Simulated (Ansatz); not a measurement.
# How Cu(100) screens a field, part 2 of 2

Wanted: the response of a Cu(100) slab to a perpendicular field.

Ansatz 0.2.0; plane-wave DFT, PBE, Ansatz PAW.

So far. Step 8 (Single point, field -0.2 V/Å): The dipole is -0.100 e·Å.

## Step 9: Single point, field 0.4 V/Å

The input, input.yaml:

```yaml
crystal:
  lattice:
    - [2.5526554801, 0.0, 0.0]
    - [0.0, 2.5526554801, 0.0]
    - [0.0, 0.0, 28.83]
  atoms:
    - { symbol: Cu, position: [0.0, 0.0, 0.3121748179] }
    - { symbol: Cu, position: [0.5, 0.5, 0.3747832119] }
    - { symbol: Cu, position: [0.0, 0.0, 0.437391606] }
    - { symbol: Cu, position: [0.5, 0.5, 0.5] }
    - { symbol: Cu, position: [0.0, 0.0, 0.562608394] }
    - { symbol: Cu, position: [0.5, 0.5, 0.6252167881] }
    - { symbol: Cu, position: [0.0, 0.0, 0.6878251821] }
kpoints:
  mp_grid: { grid: [20, 20, 1] }
hamiltonian:
  xc: pbe
scf:
  occupations: { method: fermi_dirac, width: 0.1 }
  convergence: { dr2_threshold: 1.0e-10 }
efield:
  axis: 3
  dipole_correction: true
  ramp_position: 0.97
  ramp_width: 0.06
  amplitude: 0.4
output:
  forces: true
  write_potential: true
  write_density: true
  volumetric_format: npy
  elf: true
```

Started as:

```console
> ansatz run input.yaml --threads 4 --pin off --max-ram 6144MiB --backend cpu --events-out ev --progress --plain --runs-dir out
```

Output:

```text
[...]
Crystal: 7 atoms, lattice volume = 187.858 Å³
Basis set: ecut = 420 eV, 3701 PW (Γ), exchange–correlation on 36×36×400 points (8 copies of the dense FFT grid, shifted against one another)
Bands: 80, of which v1, the nominal top of the filled ones, is band 67 counted from 1 (66 counted from 0)
Symmetry: 8 space group operations
k-points: 66 of 400
[...]
k-point 0: bands = [... 63 lower, 3.3329, 3.4130, 3.4130, 3.4153, 3.4278, 3.7364, 5.1879, 6.0792, ... 9 higher]
  k-point 1: bands = [... 63 lower, 3.3249, 3.3441, 3.3815, 3.4115, 3.4358, 3.9105, 5.3126, 6.2210, ... 9 higher]
  k-point 2: bands = [... 63 lower, 3.2754, 3.3313, 3.3443, 3.4017, 3.4345, 4.2537, 5.6393, 6.6014, ... 9 higher]
  k-point 65: bands = [... 63 lower, 6.7451, 6.7451, 7.8451, 7.8451, 9.2906, 9.2906, 10.9613, 10.9613, ... 9 higher]
[key lines of the parts left out:]
SCF converged after 19 iterations
Free energy (F): -46375.079035 eV
Fermi energy:    4.859957 eV
Dipole field:    D = 0.193194 V/Å  (p = 0.200568 e·Å, saw-weighted, corrected)
```

It took 75 s on 4 threads of Arm Neoverse V1, shared host; peak memory 0.96 GiB.

Running mean over 1.805 Å of the planar mean, with the applied field; the ramp of the sawtooth is left out. Table of electron's electrostatic potential energy less the Fermi level by z:

| z (Å) | electron's electrostatic potential energy less the Fermi level (eV) |
| --- | --- |
| 3.5 | 2.99 |
| 4.0 | 3.19 |
| 4.5 | 3.39 |
| 5.0 | 3.59 |
| 5.5 | 3.78 |
| 6.0 | 3.94 |
| 6.5 | 4.03 |
| 7.0 | 3.84 |
| 7.5 | 2.59 |
| 8.0 | -1.48 |
| 8.5 | -6.21 |
| 9.0 | -8.29 |
| 9.5 | -8.64 |
| 10.0 | -8.74 |
| 10.5 | -8.82 |
| 11.0 | -8.85 |
| 11.5 | -8.85 |
| 12.0 | -8.83 |
| 12.5 | -8.83 |
| 13.0 | -8.83 |
| 13.5 | -8.84 |
| 14.0 | -8.84 |
| 14.5 | -8.85 |
| 15.0 | -8.84 |
| 15.5 | -8.83 |
| 16.0 | -8.83 |
| 16.5 | -8.83 |
| 17.0 | -8.83 |
| 17.5 | -8.85 |
| 18.0 | -8.84 |
| 18.5 | -8.79 |
| 19.0 | -8.70 |
| 19.5 | -8.58 |
| 20.0 | -7.92 |
| 20.5 | -4.73 |
| 21.0 | 0.285 |
| 21.5 | 3.58 |
| 22.0 | 4.56 |
| 22.5 | 4.95 |
| 23.0 | 5.20 |
| 23.5 | 5.42 |
| 24.0 | 5.62 |
| 24.5 | 5.82 |
| 25.0 | 6.02 |
| 25.5 | 6.22 |

The dipole is 0.201 e·Å.

## Step 10: The response

This step: plane-wave DFT, PBE, Ansatz PAW; screening of a field by a metal slab (Ansatz 0.2.0).

The dipoles give the slope, and the difference of two potentials shows where the field is screened.

This step gave:

- equivalent conductor thickness p/(ε₀AE): 13.91 Å
- distance between the outer atoms: 10.83 Å
- inner field over outer field: 0.001261
- image plane, upper face: 1.570 Å
- induced electrons on the upper face over ε₀E: -0.9957
- image plane, lower face: 1.571 Å
- induced electrons on the lower face over ε₀E: 0.9954

The dipole of the cell by applied field:

| applied field (V/Å) | dipole of the cell (e·Å) |
| --- | --- |
| -0.200 | -0.100 |
| -0.100 | -0.0501 |
| -0.050 | -0.0251 |
| 0.000 | 0 |
| 0.050 | 0.0251 |
| 0.100 | 0.0501 |
| 0.200 | 0.100 |
| 0.400 | 0.201 |

Local field over the applied field, running mean. From the potentials at -0.05 and 0.05 V/Å; running mean over 1.805 Å. Local field over applied field against z:

z (Å), local field over applied field and a bar from the least value:
```
        5      0.992 ##############################
        6      0.947 #############################
        7      0.738 ######################
        8      0.278 ########
        9     -0.005 
       10      0.001 
       11      0.002 
       12      0.002 
       13      0.002 
       14      0.001 
       15      0.001 
       16      0.002 
       17      0.002 
       18      0.004 
       19     -0.003 
       20      0.015 #
       21      0.357 ###########
       22      0.795 ########################
       23      0.961 #############################
       24      0.994 ##############################
```

Electrons, planar mean, per unit field. Induced electron density against z:

| z (Å) | induced electron density (e/Å³ per V/Å) |
| --- | --- |
| 5 | 5.7e-5 |
| 6 | 3.6e-4 |
| 7 | 0.00181 |
| 8 | 0.00388 |
| 9 | -2.3e-4 |
| 10 | -6.6e-5 |
| 11 | 3.5e-5 |
| 12 | -7.8e-5 |
| 13 | 4.8e-5 |
| 14 | -3.6e-5 |
| 15 | 5.7e-5 |
| 16 | -6.0e-5 |
| 17 | 1.2e-4 |
| 18 | -9.3e-5 |
| 19 | 2.9e-4 |
| 20 | 2.7e-4 |
| 21 | -0.00389 |
| 22 | -0.00141 |
| 23 | -2.7e-4 |
| 24 | -4.1e-5 |

By hand: between -0.05 and 0.05 V/Å the dipole changes by 0.05011 e·Å, a slope of 0.5011 e·Å²/V. A perfect conductor of thickness t has p = ε₀AEt, so t = 180.95 × 0.5011 / 6.516 = 13.91 Å (e/ε₀ = 180.95 V·Å, A in Å²). Less the 10.83 Å between the outer atoms, and halved, that puts each image plane 1.54 Å out.

The induced dipole is that of a conductor 13.91 Å thick.

## Step 11: The same run with other settings

This step: plane-wave DFT, PBE, Ansatz PAW (Ansatz 0.2.0).

A run with a changed input: it repeats the earlier run at 0.05 V/Å with efield.dipole_correction from true to false.

Changes to input.yaml since step 9:

```diff
@@ -22,6 +22,6 @@
   axis: 3
-  dipole_correction: true
+  dipole_correction: false
   ramp_position: 0.97
   ramp_width: 0.06
-  amplitude: 0.4
+  amplitude: 0.05
 output:
@@ -31,2 +31 @@
   volumetric_format: npy
-  elf: true
```

Output:

```text
[...]
Crystal: 7 atoms, lattice volume = 187.858 Å³
Basis set: ecut = 420 eV, 3701 PW (Γ), exchange–correlation on 36×36×400 points (8 copies of the dense FFT grid, shifted against one another)
Bands: 80, of which v1, the nominal top of the filled ones, is band 67 counted from 1 (66 counted from 0)
Symmetry: 8 space group operations
k-points: 66 of 400
[...]
SCF iter   1: F=—  HF=-46375.080293 eV  |F-HF|=—  |Δ(HF+E_count)|=         —  Δρ=6.24e-3  dr2=2.31e0  ethr=1.77e-3  p=0.000 e·Å  V_vac-E_F(+/−)=5.07/3.74 eV  ⟨swp⟩=7.7  Hψ=22072  notcnv=0  defer=127
[...]
SCF iter  15: F=-46375.040148 eV  HF=-46375.040148 eV  |F-HF|=3.78e-10  |Δ(HF+E_count)|=  8.15e-10  Δρ=5.72e-8  dr2=1.02e-11  ethr=1.00e-12  p=0.048 e·Å  V_vac-E_F(+/−)=5.14/3.92 eV  ⟨swp⟩=6.5  Hψ=25931  notcnv=0
SCF 1 converged in 15 iterations: F = -46375.040148 eV  dr2 = 1.02e-11
[...]
SCF converged after 15 iterations
an eigenvalue changed by more than its tolerance at an iteration that met the thresholds in force, so the SCF went on 1 time: the last check found none over its tolerance
Free energy (F): -46375.040148 eV
[...]
Internal energy: -46374.965516 eV  (E = F + TS)
E sigma→0 (E₀):  -46375.002832 eV
Entropy (-TS):   -0.074631 eV (-10.662 meV/atom)
Fermi energy:    4.869013 eV
Dipole field:    D = 0.046645 V/Å  (p = 0.048425 e·Å, saw-weighted)
Work function:   not extracted (applied field tilts the vacuum); planar V_es + V_field profile in the machine report
[...]
--- Forces (eV/Å), atoms counted from 1 ---
  atom   1  Cu     0.00000000     0.00000000     0.11023400
  atom   2  Cu    -0.00000000    -0.00000000    -0.22605501
  atom   3  Cu     0.00000000     0.00000000     0.00678547
  atom   4  Cu    -0.00000000    -0.00000000    -0.00039044
  atom   5  Cu    -0.00000000    -0.00000000    -0.00765965
  atom   6  Cu     0.00000000    -0.00000000     0.22964764
  atom   7  Cu    -0.00000000     0.00000000    -0.11258390
  max |Σ_I F_I| component: 2.19e-5 eV/Å
--- Band table (eV; the first three rows and the last of 66) ---
  k-point 0: bands = [... 63 lower, 3.3419, 3.4216, 3.4216, 3.4288, 3.4319, 3.7467, 5.2038, 6.0862, ... 9 higher]
  k-point 1: bands = [... 63 lower, 3.3329, 3.3535, 3.3902, 3.4210, 3.4437, 3.9206, 5.3284, 6.2287, ... 9 higher]
  k-point 2: bands = [... 63 lower, 3.2836, 3.3440, 3.3493, 3.4112, 3.4427, 4.2639, 5.6549, 6.6114, ... 9 higher]
  k-point 65: bands = [... 63 lower, 6.7542, 6.7542, 7.8539, 7.8539, 9.2994, 9.2994, 10.9700, 10.9700, ... 9 higher]
```

Elapsed: 64 s, on 4 threads; peak memory 0.99 GiB; 4.2 min of CPU time.

| quantity | this run | earlier run | difference |
| --- | --- | --- | --- |
| dipole along the normal (e·Å) | 0.04843 | 0.02505 | 0.023 |

With the dipole correction off, the periodic images add a field of their own to the typed one.

It moves by +0.0234 e·Å.

These numbers are not those of the isolated slab.

## Step 12: Varying the input: scf.mixing.preconditioner = "kerker"

Another changed input: it repeats the earlier run at 0.05 V/Å with scf.mixing.preconditioner to kerker.

Changes to input.yaml since step 11:

```diff
@@ -20,5 +20,6 @@
   convergence: { dr2_threshold: 1.0e-10 }
+  mixing: { preconditioner: kerker }
 efield:
   axis: 3
-  dipole_correction: false
+  dipole_correction: true
   ramp_position: 0.97
```

Output:

```text
[...]
Crystal: 7 atoms, lattice volume = 187.858 Å³
Basis set: ecut = 420 eV, 3701 PW (Γ), exchange–correlation on 36×36×400 points (8 copies of the dense FFT grid, shifted against one another)
Bands: 80, of which v1, the nominal top of the filled ones, is band 67 counted from 1 (66 counted from 0)
Symmetry: 8 space group operations
k-points: 66 of 400
[...]
SCF iter   1: F=—  HF=-46380.914800 eV  |F-HF|=—  |Δ(HF+E_count)|=         —  Δρ=1.65e-1  dr2=3.17e1  ethr=3.10e-3  p=0.024 e·Å  D=2.35e-2 V/Å  ΔV_dip=-0.68 eV  dr2_dipole=4.88e-4  V_vac-E_F(+/−)=4.67/4.02 eV  ⟨swp⟩=8.3  Hψ=22660  notcnv=0  defer=77
[...]
SCF iter  62: F=—  HF=-46375.039536 eV  |F-HF|=—  |Δ(HF+E_count)|=   1.96e-5  Δρ=3.23e-5  dr2=1.60e-5  ethr=1.29e-8  p=0.027 e·Å  D=2.60e-2 V/Å  ΔV_dip=-0.75 eV  dr2_dipole=3.19e-7  V_vac-E_F(+/−)=4.83/4.26 eV  ⟨swp⟩=10.0  Hψ=19299  notcnv=0
[...]
iteration 62: the SCF's residuals had fallen too slowly under its mixing. It goes on by minimising its free energy, and can end on another state than longer mixing would; under `scf.algorithm: density_mixing` no SCF does so, but by `scf.convergence.dm_fallback`
SCF iter  63: F=—  HF=-46375.039564 eV  |F-HF|=—  |Δ(HF+E_count)|=   2.79e-5  Δρ=4.52e-5  dr2=4.03e-6  ethr=1.20e-8  p=0.025 e·Å  D=2.41e-2 V/Å  ΔV_dip=-0.69 eV  dr2_dipole=3.54e-10  V_vac-E_F(+/−)=4.86/4.22 eV  ⟨swp⟩=7.2  Hψ=22340  notcnv=0
[...]
SCF iter  69: F=-46375.039564 eV  HF=-46375.039564 eV  |F-HF|=7.28e-10  |Δ(HF+E_count)|=  1.96e-10  Δρ=2.77e-8  dr2=2.13e-12  ethr=1.00e-12  p=0.025 e·Å  D=2.41e-2 V/Å  ΔV_dip=-0.70 eV  dr2_dipole=8.31e-14  V_vac-E_F(+/−)=4.85/4.22 eV  ⟨swp⟩=6.1  Hψ=28053  notcnv=0
SCF 1 converged in 69 iterations: F = -46375.039564 eV  dr2 = 2.13e-12
[...]
SCF converged after 69 iterations
Free energy (F): -46375.039564 eV
[...]
Internal energy: -46374.964932 eV  (E = F + TS)
E sigma→0 (E₀):  -46375.002248 eV
Entropy (-TS):   -0.074631 eV (-10.662 meV/atom)
Fermi energy:    4.869416 eV
Dipole field:    D = 0.024132 V/Å  (p = 0.025053 e·Å, saw-weighted, corrected)
Work function:   not extracted (applied field tilts the vacuum); planar V_es + V_field profile in the machine report
[...]
--- Forces (eV/Å), atoms counted from 1 ---
  atom   1  Cu     0.00000000     0.00000000     0.11092628
  atom   2  Cu    -0.00000000    -0.00000000    -0.22692412
  atom   3  Cu     0.00000000    -0.00000000     0.00698847
  atom   4  Cu    -0.00000000    -0.00000000    -0.00020231
  atom   5  Cu    -0.00000000     0.00000000    -0.00744133
  atom   6  Cu     0.00000000    -0.00000000     0.22878297
  atom   7  Cu    -0.00000000    -0.00000000    -0.11214174
  max |Σ_I F_I| component: 1.18e-5 eV/Å
--- Band table (eV; the first three rows and the last of 66) ---
  k-point 0: bands = [... 63 lower, 3.3423, 3.4220, 3.4220, 3.4298, 3.4316, 3.7471, 5.2046, 6.0864, ... 9 higher]
  k-point 1: bands = [... 63 lower, 3.3332, 3.3539, 3.3905, 3.4214, 3.4440, 3.9211, 5.3291, 6.2290, ... 9 higher]
  k-point 2: bands = [... 63 lower, 3.2839, 3.3447, 3.3494, 3.4117, 3.4430, 4.2644, 5.6556, 6.6118, ... 9 higher]
  k-point 65: bands = [... 63 lower, 6.7546, 6.7546, 7.8543, 7.8543, 9.2998, 9.2998, 10.9704, 10.9704, ... 9 higher]
```

It took 5.2 min on 4 threads; peak memory 2.6 GiB.

Read from the output:

```
energy at zero smearing : -46375.0022 eV
dipole along the normal : 0.02505 e·Å
```

Force by atom:

| atom | x (eV/Å) | y (eV/Å) | z (eV/Å) | size |
| --- | --- | --- | --- | --- |
| Cu1 | 0.000 | 0.000 | 0.111 | 0.111 |
| Cu2 | 0.000 | 0.000 | -0.227 | 0.227 |
| Cu3 | 0.000 | 0.000 | 0.007 | 0.007 |
| Cu4 | 0.000 | 0.000 | 0.000 | 0.000 |
| Cu5 | 0.000 | 0.000 | -0.007 | 0.007 |
| Cu6 | 0.000 | 0.000 | 0.229 | 0.229 |
| Cu7 | 0.000 | 0.000 | -0.112 | 0.112 |

| quantity | this run | earlier run | difference |
| --- | --- | --- | --- |
| dipole along the normal (e·Å) | 0.02505 | 0.02505 | -8.7e-7 |

The dipole moves by under 0.5 % or 5e-5 e·Å. The run took 69 SCF cycles against 17.

## Step 13: What came out

```yaml
work_function: 4.55 eV
image_plane_upper_face: 1.57 Å
induced_electrons_on_the_upper_face_over_eps_0e: -0.996
equivalent_conductor_thickness_p_eps_0ae: 13.9 Å
inner_field_over_outer_field: 0.00126
```

In words: The induced charge has its centre 1.57 Å outside the outermost atoms; this is the plane from which a capacitor's gap or an image potential counts. The equivalent conductor thickness exceeds the distance between the outer atoms by 3.08 Å, about the sum of the two image-plane distances. In the middle of the slab the field is screened to under 0.5 % of its outer value. The atoms are held at bulk positions with the tabulated experimental lattice constant.

[Long decimals in the printed logs are rounded to 6 places.]

[Logs are printed without paths, hosts, clocks, repeated set-up lines and the standing remarks that a program may print on its own settings, such as how far it seeks lower states.]

[Hosts, paths, dates, database ids (printed as entryN), source tags and the programs' standing remarks are cut or masked in the printed files.]

[Maps of the electrostatic potential energy from Ansatz leave out the sawtooth potential of an applied field or a dipole correction, so their vacuum need not be flat; planar profiles and work functions include it.]
